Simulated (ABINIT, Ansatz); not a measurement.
Planning a run of ABINIT 10.8.3 on CaHClO (P6_3mc). The input:

```
acell 3*1.0 Angstrom
rprim 
  3.869837503795 0.000000000001 0.000000000000
  -1.934918751899 3.351377586804 0.000000000000
  0.000000000000 0.000000000000 9.809829070000
ntypat 4
znucl 20 1 17 8
natom 8
typat 1 1 2 2 3 3 4 4
xred 
  0.333333333333 0.666666666667 0.000072350000
  0.666666666667 0.333333333333 0.500072350000
  0.000000000000 0.000000000000 0.166937970000
  0.000000000000 0.000000000000 0.666937970000
  0.333333333333 0.666666666667 0.316666000000
  0.666666666667 0.333333333333 0.816666000000
  0.000000000000 0.000000000000 0.068122680000
  0.000000000000 0.000000000000 0.568122680000
pp_dirpath "pseudos"
pseudos "Ca.upf, H.upf, Cl.upf, O.upf"
ecut 36
ngkpt 3 3 2
nshiftk 1
shiftk 0 0 0
kptopt 1
chksymbreak 0
istwfk *1
occopt 1
irdwfk 1
optdriver 3
nband 178
ecuteps 5.2
inclvkb 2
awtr 1
symchi 1
gwcalctyp 2
nfreqre 16
freqremax 40 eV
nfreqim 8
spmeth 1
nomegasf 120
indata_prefix "in"
outdata_prefix "out"
tmpdata_prefix "tmp"
```

```sh
OMP_NUM_THREADS=1 mpirun -n 4 abinit run.abi > log
```

Estimate wall time and host memory on 4 MPI ranks of Arm Neoverse V1, shared host.

It took 3.2 min; on shared hardware allow 96 s to 6.4 min. Peak host memory was 3.1 GiB.

[Paths, hosts, dates, memory and timing lines, banners, echoed tables and standing remarks are left out of the program output.]

[Logs are printed without paths, hosts, clocks, repeated set-up lines and the standing remarks that a program may print on its own settings, such as how far it seeks lower states.]

[Runs of the session that timed out or met a known fault of the program may be left out.]

[Hosts, paths, dates, database ids (printed as entryN), source tags and the programs' standing remarks are cut or masked in the printed files.]

[G0W0 gaps are taken among the corrected bands and points alone; a level outside them can change the order at an edge.]

[Where Ansatz stands beside ABINIT at settings called matched, ABINIT's density can come from a denser mesh and the files from another edition; pairs whose starting gaps differed by over 0.03 eV were left out, so agreement reads better than it is.]
